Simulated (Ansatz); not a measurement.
# Direct or indirect: C (Fd-3m)

```cif
data_structure
_symmetry_space_group_name_H-M 'Fd-3m:1'
_symmetry_Int_Tables_number 227
_cell_length_a 3.5667
_cell_length_b 3.5667
_cell_length_c 3.5667
_cell_angle_alpha 90.000
_cell_angle_beta 90.000
_cell_angle_gamma 90.000
_cell_volume 45.37
loop_
_atom_site_label
_atom_site_type_symbol
_atom_site_symmetry_multiplicity
_atom_site_Wyckoff_symbol
_atom_site_fract_x
_atom_site_fract_y
_atom_site_fract_z
_atom_site_occupancy
C1 C 8 a 0.25000 0.25000 0.25000 1
```

Method: Ansatz, PBE, independent particles, without spin-orbit coupling, line width 0.2 eV (Gaussian). The band structure gives a fundamental gap of 4.16 eV. The spectrum of vertical transitions near the edge:

```
E (eV)  Im ε, E ∥ xyz
  3.72           0.00
  3.84           0.00
  3.96           0.00
  4.08           0.00
  4.20           0.00
  4.32           0.00
  4.44           0.00
  4.56           0.00
  4.68           0.00
  4.80           0.00
  4.92           0.00
  5.04           0.00
  5.16           0.00
  5.28           0.01
  5.40           0.06
  5.52           0.26
  5.64           0.66
  5.76           1.14
  5.88           1.55
  6.00           1.86
  6.12           2.09
  6.24           2.28
  6.36           2.45
  6.48           2.59
  6.60           2.72
  6.72           2.85
  6.84           2.96
```

Q: Is the gap direct or indirect, and about where do vertical transitions set in?

A: Indirect, by the band path, whose least direct gap is 5.59 eV. The curves fit this: they stay near zero above 4.16 eV and rise only from about 5.6 eV, though a forbidden direct transition would look alike. Lines are broadened by 0.2 eV, which spreads the edge, and phonons, which would give weak absorption from the fundamental gap up, are left out.

[Logs are printed without paths, hosts, clocks, repeated set-up lines and the standing remarks that a program may print on its own settings, such as how far it seeks lower states.]
